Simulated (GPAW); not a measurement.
# How MgS (Niningerite) absorbs and reflects light, part 2 of 2

Wanted: where MgS (Niningerite) starts to absorb, how strongly, and its refractive index.

GPAW 26.7.0; DFT, LDA, plane-wave PAW (GPAW data sets), scalar-relativistic, RPA, optical limit.

So far. Step 2 (Ground state): There is a gap, 2.78 eV on this mesh (points off the mesh can give less), so no carriers' term is needed.

## (4) Dielectric function, RPA (continued)

Some rows of df_x.csv (energy; Re and Im without local fields; Re and Im with them):

```text
0.000000, 6.125770, 0.000000, 5.219402, 0.000000
0.555532, 6.166405, 0.014788, 5.251201, 0.011573
1.143969, 6.303635, 0.032462, 5.358591, 0.025403
1.768324, 6.577699, 0.056857, 5.573096, 0.044514
2.431988, 7.076314, 0.097571, 5.963896, 0.076606
3.138794, 8.045947, 0.199210, 6.730979, 0.160116
3.893091, 10.097588, 1.239728, 8.328264, 1.104667
4.699832, 13.308820, 4.693268, 10.586448, 3.578322
5.564682, 9.051847, 15.150440, 7.716913, 11.524267
6.494155, 1.976577, 10.100574, 1.168405, 7.508144
7.495775, -0.444768, 9.257147, 0.626149, 5.356025
8.578281, -4.016872, 5.288074, -1.564251, 5.051942
9.751884, -3.340563, 3.540798, -1.415347, 3.828225
11.028587, -2.271744, 1.839734, -1.190149, 2.395849
12.422601, -1.450376, 1.093705, -0.801402, 1.543915
13.950874, -0.765299, 0.492250, -0.683380, 0.747989
15.633783, -0.393460, 0.322867, -0.336948, 0.512795
17.496047, 0.020983, 0.238981, 0.101641, 0.275849
19.567954, 0.169491, 0.209309, 0.291409, 0.300979
```

The Im ε, E ∥ x has structure finer than the step of the table below, so its rows give means over 1 eV, whole bins alone (the curve runs from 0 to 19.9 eV). Peaks (eV: height): 6.0: 15.4, 8.2: 7.34.

Values under the direct gap are tails of Lorentzian lines. Im ε, E ∥ x against photon energy; means over each step:

| photon energy (eV) | Im ε, E ∥ x |
| --- | --- |
| 1 | 0.0222 |
| 2 | 0.0552 |
| 3 | 0.167 |
| 4 | 1.12 |
| 5 | 6.12 |
| 6 | 11.0 |
| 7 | 6.29 |
| 8 | 6.27 |
| 9 | 4.05 |
| 10 | 3.08 |
| 11 | 2.38 |
| 12 | 1.66 |
| 13 | 1.37 |
| 14 | 0.806 |
| 15 | 0.540 |
| 16 | 0.442 |
| 17 | 0.345 |
| 18 | 0.316 |
| 19 | 0.288 |

The Re ε, E ∥ x by photon energy:

| photon energy (eV) | Re ε, E ∥ x |
| --- | --- |
| 0.0 | 5.22 |
| 0.5 | 5.25 |
| 1.0 | 5.32 |
| 1.5 | 5.47 |
| 2.0 | 5.69 |
| 2.5 | 6.02 |
| 3.0 | 6.53 |
| 3.5 | 7.31 |
| 4.0 | 8.24 |
| 4.5 | 9.95 |
| 5.0 | 11.2 |
| 5.5 | 8.92 |
| 6.0 | 3.01 |
| 6.5 | 1.18 |
| 7.0 | -0.282 |
| 7.5 | 0.639 |
| 8.0 | 0.436 |
| 8.5 | -2.00 |
| 9.0 | -1.77 |
| 9.5 | -0.960 |
| 10.0 | -1.63 |
| 10.5 | -1.06 |
| 11.0 | -1.17 |
| 11.5 | -1.29 |
| 12.0 | -0.987 |
| 12.5 | -0.841 |
| 13.0 | -1.03 |
| 13.5 | -1.09 |
| 14.0 | -0.637 |
| 14.5 | -0.616 |
| 15.0 | -0.548 |
| 15.5 | -0.244 |
| 16.0 | -0.129 |
| 16.5 | -0.0765 |
| 17.0 | -0.0975 |
| 17.5 | 0.103 |
| 18.0 | 0.137 |
| 18.5 | 0.187 |
| 19.0 | 0.225 |
| 19.5 | 0.300 |

The Im ε, E ∥ x has structure finer than the step of the table below, so its rows give means over 1 eV, whole bins alone (the curve runs from 0 to 19.9 eV). Peaks (eV: height): without local fields 6.0: 18.8, 6.6: 11.6; with local fields 6.0: 15.4, 8.2: 7.34.

Values under the direct gap are tails of Lorentzian lines. The Im ε, E ∥ x by photon energy; means over each step:

| photon energy (eV) | without local fields | with local fields |
| --- | --- | --- |
| 1 | 0.0283 | 0.0222 |
| 2 | 0.0705 | 0.0552 |
| 3 | 0.203 | 0.167 |
| 4 | 1.34 | 1.12 |
| 5 | 8.18 | 6.12 |
| 6 | 13.7 | 11.0 |
| 7 | 9.35 | 6.29 |
| 8 | 8.63 | 6.27 |
| 9 | 4.03 | 4.05 |
| 10 | 2.92 | 3.08 |
| 11 | 1.86 | 2.38 |
| 12 | 1.15 | 1.66 |
| 13 | 0.732 | 1.37 |
| 14 | 0.500 | 0.806 |
| 15 | 0.348 | 0.540 |
| 16 | 0.323 | 0.442 |
| 17 | 0.238 | 0.345 |
| 18 | 0.252 | 0.316 |
| 19 | 0.203 | 0.288 |

The reflectivity at normal incidence, E ∥ x has structure finer than the step of the table below, so its rows give means over 1 eV, whole bins alone (the curve runs from 0 to 19.9 eV). Peaks (eV: height): 6.1: 49.1, 6.7: 41.1, 8.5: 44.2, 10.0: 40.7, 11.7: 41.8, 13.5: 50.0, 15.0: 50.5.

Table of reflectivity at normal incidence, E ∥ x by photon energy; means over each step:

| photon energy (eV) | reflectivity at normal incidence, E ∥ x (%) |
| --- | --- |
| 1 | 15.7 |
| 2 | 16.8 |
| 3 | 19.3 |
| 4 | 24.2 |
| 5 | 32.7 |
| 6 | 41.1 |
| 7 | 34.2 |
| 8 | 34.9 |
| 9 | 39.5 |
| 10 | 37.2 |
| 11 | 36.9 |
| 12 | 37.8 |
| 13 | 39.7 |
| 14 | 41.9 |
| 15 | 42.5 |
| 16 | 31.4 |
| 17 | 27.6 |
| 18 | 14.6 |
| 19 | 11.3 |

The loss function −Im 1/ε at q → 0, E ∥ x has structure finer than the step of the table below, so its rows give means over 0.5 eV, whole bins alone (the curve runs from 0 to 19.9 eV). Peaks (eV: height): 17.28: 3.78.

Values under the direct gap are tails of Lorentzian lines. Table of loss function −Im 1/ε at q → 0, E ∥ x by energy loss; means over each step:

| energy loss (eV) | loss function −Im 1/ε at q → 0, E ∥ x |
| --- | --- |
| 0.5 | 3.8e-4 |
| 1.0 | 7.7e-4 |
| 1.5 | 0.00119 |
| 2.0 | 0.00167 |
| 2.5 | 0.00225 |
| 3.0 | 0.00319 |
| 3.5 | 0.00657 |
| 4.0 | 0.0143 |
| 4.5 | 0.0229 |
| 5.0 | 0.0386 |
| 5.5 | 0.0563 |
| 6.0 | 0.0712 |
| 6.5 | 0.127 |
| 7.0 | 0.173 |
| 7.5 | 0.179 |
| 8.0 | 0.148 |
| 8.5 | 0.160 |
| 9.0 | 0.211 |
| 9.5 | 0.262 |
| 10.0 | 0.257 |
| 10.5 | 0.318 |
| 11.0 | 0.339 |
| 11.5 | 0.348 |
| 12.0 | 0.430 |
| 12.5 | 0.484 |
| 13.0 | 0.474 |
| 13.5 | 0.502 |
| 14.0 | 0.755 |
| 14.5 | 0.783 |
| 15.0 | 0.981 |
| 15.5 | 1.55 |
| 16.0 | 2.08 |
| 16.5 | 2.09 |
| 17.0 | 2.95 |
| 17.5 | 3.15 |
| 18.0 | 2.59 |
| 18.5 | 2.28 |
| 19.0 | 2.19 |
| 19.5 | 1.69 |

At chosen wavelengths:

| wavelength (nm) | n | k | R (%) | 1/α |
| --- | --- | --- | --- | --- |
| 1064 | 2.32 | 0.006 | 15.8 | 15 µm |
| 800 | 2.34 | 0.008 | 16.1 | 8.0 µm |
| 633 | 2.38 | 0.011 | 16.7 | 4.6 µm |
| 532 | 2.43 | 0.014 | 17.3 | 2.9 µm |
| 405 | 2.57 | 0.028 | 19.4 | 1.2 µm |
| 365 | 2.68 | 0.059 | 20.9 | 492 nm |
| 248 | 3.47 | 0.910 | 33.3 | 22 nm |

Below the direct gap, k and the depth come from the tails of the Lorentzian lines, not from transitions.

Rows near the edge hang on the gap, which this functional as a rule makes too small, and phonon-assisted absorption is left out.

## (5) Results

```yaml
electronic_dielectric_constant_eps_infinity_mean_over_x_y_and_z_by_symmetry_where_fewer_were_run_rpa: 5.22
main_peak_of_im_epsilon_first_axis: 6.00 eV
centre_of_weight_of_the_strongest_loss_peak_in_the_window_first_axis: 17.5 eV
```

In words: At this level (LDA, RPA) MgS has ε∞ = 5.22 and n = 2.30 at 1550 nm, and Im ε peaks at 6.0 eV. On the mesh the gap is 2.63 eV and the least direct gap 3.49 eV, so on this mesh the band edges lie at different points. Local fields change the static value along x from 6.13 to 5.22 (-15 %). Distinct maxima of Im ε, read by a parabola through the highest points, lie at 5.57 eV (12), 6.00 eV (15), 6.62 eV (8.8) and 8.22 eV (7.4). Excitons and phonon-assisted transitions are missing; LDA gaps are as a rule too small, which pulls the onset down and ε∞ up. The sum runs over mesh points, so small or evenly spaced maxima can still be ripples of the mesh.

[Machine, clock and banner lines and Python warnings are left out of the logs.]

[Logs are printed without paths, hosts, clocks, repeated set-up lines and the standing remarks that a program may print on its own settings, such as how far it seeks lower states.]

[Hosts, paths, dates, database ids (printed as entryN), source tags and the programs' standing remarks are cut or masked in the printed files.]
